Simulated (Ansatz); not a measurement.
# Mg2CrCd4Ga: relaxing a made-up structure, part 2 of 2

This structure for Mg2CrCd4Ga is made up. Its elements were placed in a known structure type with a cell scaled to their sizes. What cell does the guess relax to, and how far off was it?

Ansatz 0.2.0; DFT, PBEsol, plane-wave PAW, files of the set soft_1, scalar-relativistic, ferromagnetic start, cell and ions relaxed at zero pressure; PAW set soft_1 (the session's first sound run).

So far: Set-up; Relaxing cell and atoms. The relaxed cell has a, b, c = 4.836, 6.079, 10.412 Å (conventional setting).

## (3) Electronic structure of the relaxed cell

With the geometry fixed, one more self-consistent run, with a narrower smearing and the mesh shown in its input, gives the bands, and its pressure, and its forces where symmetry allows any, show how far the geometry depends on these settings.

This step: DFT, PBEsol, plane-wave PAW, files of the set soft_1, scalar-relativistic, ferromagnetic start, bands and density of states at the relaxed cell; PAW set soft_1 (Ansatz 0.2.0).

input.yaml reads:

```yaml
crystal:
  lattice:
    - [4.835703314, 0.0, 0.0]
    - [0.0, 3.0393142265, 5.205779394]
    - [0.0, -3.0393142265, 5.205779394]
  atoms:
    - { symbol: Cd, position: [0.5, 0.6630838255, 0.1611729381] }
    - { symbol: Cd, position: [0.5, 0.1611729381, 0.6630838255] }
    - { symbol: Cd, position: [0.0, 0.8333011294, 0.3331893743] }
    - { symbol: Cd, position: [0.0, 0.3331893743, 0.8333011294] }
    - { symbol: Ga, position: [0.5, 0.6760848885, 0.6760848885] }
    - { symbol: Cr, position: [0.0, 0.827860277, 0.827860277], spin: 3.6 }
    - { symbol: Mg, position: [0.5, 0.1611675199, 0.1611675199] }
    - { symbol: Mg, position: [0.0, 0.3368400474, 0.3368400474] }
magnetization:
  spin_polarized: true
kpoints:
  mp_grid: { grid: [6, 6, 6] }
  band_path:
    path:
      - [[0.0, 0.0, 0.0], [0.0, 0.33521572, -0.33521572], [0.0, 0.0, -0.5], [-0.5, 0.0, -0.5], [-0.5, 0.33521572, -0.33521572], [-0.5, 0.0, 0.0], [0.0, 0.0, 0.0], [0.0, -0.5, -0.5], [0.0, -0.33521572, -0.66478428], [-0.5, -0.33521572, -0.66478428], [-0.5, -0.5, -0.5], [0.0, -0.5, -0.5]]
      - [[-0.5, 0.0, 0.0], [-0.5, -0.5, -0.5]]
    npoints: 6
scf:
  occupations: { method: fermi_dirac, width: 0.03 }
  n_extra_bands: 14
hamiltonian:
  xc: pbesol
  pseudopotentials: { kind: paw, azcp: { folder: soft_1 }, xc_functional: pbe }
output:
  forces: true
  stress: true
  write_bands: true
  dos: { projected: true }
  write_density: true
  write_potential: true
  elf: true
  volumetric_format: npy
```

The run is started by

```
$ ansatz run input.yaml --threads 4 --pin off --max-ram 10240MiB --backend cpu --events-out ev --progress --plain --runs-dir out
```

Numbers of over 12 decimals in the logs are rounded to 6 here.

The program printed:

```text
Warning: the band count 78 (scf.n_extra_bands) hosts the net moment |M| = 3.6000 μB (N_el = 127) but caps the reachable moment at 2·n_bands − N_el = 29.0000 μB, below the 79 bands that the automatic rule leaves for it — a moment growing past the seed, or the majority channel's smearing tail, pins there with fewer empty majority states than that count leaves; raise or omit scf.n_extra_bands unless the cap is intended
[...]
Crystal: 8 atoms, lattice volume = 153.021 Å³
Basis set: ecut = 420 eV, 2951 PW (Γ), exchange–correlation on 72×90×90 points (8 copies of the dense FFT grid, shifted against one another)
Bands: 78, of which v1, the nominal top of the filled ones, is band 64 counted from 1 (63 counted from 0)
Symmetry: 4 space group operations
[...]
k-points: 52 of 216 (time reversal used)
[...]
Starting moments: Σ|m| = 3.6 μB on 1 of 8 sites
[...]
SCF iter   1: F=—  HF=-43653.446310 eV  |F-HF|=—  |Δ(HF+E_count)|=         —  Δρ=2.59e-2 (↑2.59e-2 ↓2.46e-2)  dr2=4.74e0  dr2_m=1.02e-2  M=3.487 μB ∫|m|=3.788 μB  β_m=0.30  ethr=3.10e-3  ⟨swp⟩=6.1  Hψ=27429  notcnv=0  defer=8
[...]
SCF iter  13: F=-43652.280461 eV  HF=-43652.280461 eV  |F-HF|=1.25e-9  |Δ(HF+E_count)|=   9.16e-9  Δρ=5.32e-7 (↑5.32e-7 ↓3.21e-7)  dr2=1.43e-9  dr2_m=3.43e-11  M=3.772 μB ∫|m|=4.264 μB  ethr=4.60e-11  ⟨swp⟩=11.0  Hψ=52841  notcnv=0
SCF 1 converged in 13 iterations: F = -43652.280461 eV  dr2 = 1.43e-9
[...]
NSCF: frozen V_eff on 74 k-points
SCF converged after 13 iterations
Magnetization: 3.7721 μB (65.3860 up, 61.6140 down)
Absolute magnetization: 4.2713 μB (∫|ρ↑−ρ↓|, with the PAW one-centre terms)
[...]
Per-site moments (μB) at R_I (Å): [(-0.010054, 1.190650), (-0.010054, 1.190650), (-0.014638, 1.223443), (-0.014638, 1.223443), (-0.014793, 1.190650), (3.538727, 1.191482), (0.015459, 1.224543), (-0.015592, 1.222803)]
Free energy (F): -43652.280461 eV
[...]
Internal energy: -43652.270513 eV  (E = F + TS)
E sigma→0 (E₀):  -43652.275487 eV
Entropy (-TS):   -0.009949 eV (-1.244 meV/atom)
Fermi energy:    12.720086 eV
[...]
--- Forces (eV/Å), atoms counted from 1 ---
  atom   1  Cd     0.00000000    -0.01239878     0.00134807
  atom   2  Cd     0.00000000     0.01239878     0.00134807
  atom   3  Cd     0.00000000     0.01486777     0.01112799
  atom   4  Cd     0.00000000    -0.01486777     0.01112799
  atom   5  Ga     0.00000000     0.00000000    -0.01419173
  atom   6  Cr     0.00000000    -0.00000000     0.00408678
  atom   7  Mg     0.00000000     0.00000000    -0.00212203
  atom   8  Mg     0.00000000    -0.00000000    -0.01272362
  max |Σ_I F_I| component: 1.53e-6 eV/Å
--- Stress (GPa, compression-positive) ---
       -0.256521      -0.000000      -0.000000
       -0.000000       0.432808      -0.000000
       -0.000000      -0.000000      -0.144727
  P = ⅓ Tr σ = 0.0105 GPa (0.105 kbar)
--- Band table (eV; the first three rows and the last of 104) ---
  k-point 0 ↑: bands = [... 60 lower, 10.2443, 11.1762, 11.2082, 11.7262, 12.0155, 12.1077, 12.8102, 15.7322, ... 10 higher]
  k-point 1 ↑: bands = [... 60 lower, 11.0417, 11.1389, 11.3201, 12.0699, 12.1549, 12.4349, 12.9869, 14.8829, ... 10 higher]
  k-point 2 ↑: bands = [... 60 lower, 11.1066, 11.6436, 11.6453, 12.3176, 12.7424, 13.0262, 13.8672, 13.9950, ... 10 higher]
  k-point 51 ↓: bands = [... 60 lower, 10.4682, 13.1182, 13.7874, 14.0248, 14.0365, 14.6355, 15.3110, 15.6978, ... 10 higher]
```

The job ended after 92 s (4 threads of Arm Neoverse V1, shared host; peak memory 1.2 GiB).

This step gave:

```
free energy             : -43652.2805 eV
energy at zero smearing : -43652.2755 eV
smearing term TS        : 0.009949 eV
Fermi energy            : 12.72 eV
magnetization           : 3.772 μB
absolute magnetization  : 4.271 μB
site moments            : -0.01005, -0.01005, -0.01464, -0.01464, -0.01479, 3.539, 0.01546, -0.01559 μB
pressure                : 0.01052 GPa
```

From bands.tsv, the bands that come nearest the Fermi level along the path, at its corners, in eV from the Fermi level:

| point | band_63_up | band_64_up | band_65_up | band_66_up | band_60_dn | band_61_dn | band_62_dn | band_64_dn |
| --- | --- | --- | --- | --- | --- | --- | --- | --- |
| Γ | -0.99 | -0.70 | -0.61 | 0.09 | -2.36 | -0.37 | 0.77 | 1.76 |
| X | -0.12 | -0.08 | 0.26 | 0.53 | -0.33 | 0.19 | 0.31 | 0.90 |
| S | -0.44 | 0.38 | 0.49 | 1.31 | -0.22 | 0.28 | 0.61 | 1.35 |
| R | -1.19 | -0.81 | -0.37 | 2.18 | -1.97 | 0.88 | 1.27 | 1.37 |
| A | -1.31 | -0.08 | 0.92 | 1.04 | -0.03 | 0.13 | 0.17 | 1.28 |
| Z | -1.27 | -1.25 | -1.19 | -0.07 | -1.54 | -1.52 | -1.36 | -0.11 |
| Γ | -0.99 | -0.70 | -0.61 | 0.09 | -2.36 | -0.37 | 0.77 | 1.76 |
| Y | -0.28 | 0.21 | 0.82 | 1.46 | -0.10 | -0.06 | 0.37 | 1.56 |
| X1 | -0.12 | -0.08 | 0.26 | 0.53 | -0.33 | 0.19 | 0.31 | 0.90 |
| A1 | -1.31 | -0.08 | 0.92 | 1.04 | -0.03 | 0.13 | 0.17 | 1.28 |
| T | -1.29 | -0.81 | -0.68 | 2.34 | -2.25 | 0.40 | 1.07 | 1.32 |
| Y | -0.28 | 0.21 | 0.82 | 1.46 | -0.10 | -0.06 | 0.37 | 1.56 |
| Z | -1.27 | -1.25 | -1.19 | -0.07 | -1.54 | -1.52 | -1.36 | -0.11 |
| T | -1.29 | -0.81 | -0.68 | 2.34 | -2.25 | 0.40 | 1.07 | 1.32 |

Site moment by atom:

```
atom  site moment (μB)
 Cd1             -0.01
 Cd2             -0.01
 Cd3             -0.01
 Cd4             -0.01
 Ga5             -0.01
 Cr6              3.54
 Mg7              0.02
 Mg8             -0.02
```

Spin density in the bc plane of the conventional cell at fractional x = 0.000, with atoms of Cd and Cr and Mg within 0.2 Å of it.

Ten even steps from '_' (0.0 e/Å³) to '@' (3.7 e/Å³), each cell a mean:
```
__________________________________
__________________________________
::..____________________________::
@@==..________________________::##
@@==__________________________::**
::..____________________________..
__________________________________
__________________________________
__________________________________
__________________________________
__________________________________
__________________________________
__________________________________
__________________________________
______________..::::______________
____________..==@@##::____________
____________..==@@**::____________
______________..::..______________
__________________________________
__________________________________
__________________________________
__________________________________
__________________________________
__________________________________
```
Columns run along b (6.1 Å), rows up along c (10.4 Å), edges of the conventional cell, whose origin can differ from the input's. Atoms in or near the plane, at fractional coordinates: Cd at (0.75, 0.08), Cd at (0.25, 0.58), Cd at (0.25, 0.08), Cd at (0.75, 0.58), Cr at (0.50, 0.33), Cr at (0.00, 0.83), Mg at (0.00, 0.34), Mg at (0.50, 0.84).

Valence density in the bc plane of the conventional cell at fractional x = 0.000, with atoms of Cd and Cr and Mg within 0.2 Å of it. It is the smooth field of the valence electrons, not physical close to the nuclei.

Ten even steps from '_' (0 e/Å³) to '@' (23 e/Å³), each cell a mean:
```
__________________________________
__________________________________
..______________....____________..
##::__________::@@**__________..++
**::__________..++--__________..==
..________________________________
__________________________________
__________________________________
______..--..__________..::::..____
____..++@@++..________--%%%%--____
____..==##==..________::****::____
________..______________....______
__________________________________
__________________________________
..______________....____________..
@@::__________--##++..__________**
++..__________::**==..__________--
________________..________________
__________________________________
__________________________________
______..--..__________..::::..____
____..++@@++..________--%%%%--____
____..==##==..________::****::____
________..______________....______
```
Columns run along b (6.1 Å), rows up along c (10.4 Å), edges of the conventional cell, whose origin can differ from the input's. Atoms in or near the plane, at fractional coordinates: Cd at (0.75, 0.08), Cd at (0.25, 0.58), Cd at (0.25, 0.08), Cd at (0.75, 0.58), Cr at (0.50, 0.33), Cr at (0.00, 0.83), Mg at (0.00, 0.34), Mg at (0.50, 0.84).

ELF in the bc plane of the conventional cell at fractional x = 0.000, with atoms of Cd and Cr and Mg within 0.2 Å of it. It is the smooth field of the valence electrons, not physical close to the nuclei.

Ten even steps from '_' (0.10) to '@' (0.88), each cell a mean:
```
..........::::::..::::::..........
..__..::----::______..------::....
++--..::==--__..::..__..==--..::==
@@**::..--..__::__::..__--::..==%%
@@**::..::..__::::::..__::::..==%%
==::....----..________::--::....--
......::::----::::::----::::::....
::::....::..::--==--::..::::....::
....::--++--::..::::..--====::....
....--##@@##--......::++@@@@==::..
....--**%%**--......::==####==::..
....::::--::..........::----::....
..::::::....................::::::
____::----::..__......::------..__
::..__--==....--++==::..--==..__..
__::__..--..::**@@%%==..::--__....
::::__..::..::**@@%%==..::::__..::
____..----....::==--....::--::____
::::----::::..........::::::----::
==--::::::....::::::....::::..::--
::..::--++--::..::....--====::..::
....--##@@##--......::++@@@@==::..
....--**%%**--......::==####==::..
......::--::::........::----::....
```
Columns run along b (6.1 Å), rows up along c (10.4 Å), edges of the conventional cell, whose origin can differ from the input's. Atoms in or near the plane, at fractional coordinates: Cd at (0.75, 0.08), Cd at (0.25, 0.58), Cd at (0.25, 0.08), Cd at (0.75, 0.58), Cr at (0.50, 0.33), Cr at (0.00, 0.83), Mg at (0.00, 0.34), Mg at (0.50, 0.84).

## (4) What came out

```json
{"space group, relaxed": "Amm2", "conventional cell": "a = 4.836, b = 6.079, c = 10.412 Å; α = 90.0°, β = 90.0°, γ = 90.0°", "volume per atom": "19.13 Å³ (guess 20.58)", "total moment": "3.83 μB in the cell of 8 atoms"}
```

What this shows: Mg2CrCd4Ga relaxes to Amm2 with a = 4.836, b = 6.079 and c = 10.412 Å. The guessed volume was 8 % too large. The space group Amm2 was held in the relaxation, so the end point is a stationary structure within it and may be a saddle against distortions or other arrangements. The input starts from parallel moments, and no other start was typed. Bands cross the Fermi level, so it is a metal or semimetal at this level. On the 6×6×6 mesh with the narrower smearing (relaxed on 6×5×5) the largest force component is 0.015 eV/Å and the largest stress component is 0.433 GPa, against the relaxation's thresholds of 0.015 eV/Å and 0.05 GPa. The cutoff wasn't tested. No dispersion term is used, so weakly bound directions may come out too long. Nothing here tests whether the compound is stable against decomposition.

[Logs are printed without paths, hosts, clocks, repeated set-up lines and the standing remarks that a program may print on its own settings, such as how far it seeks lower states.]

[Hosts, paths, dates, database ids (printed as entryN), source tags and the programs' standing remarks are cut or masked in the printed files.]
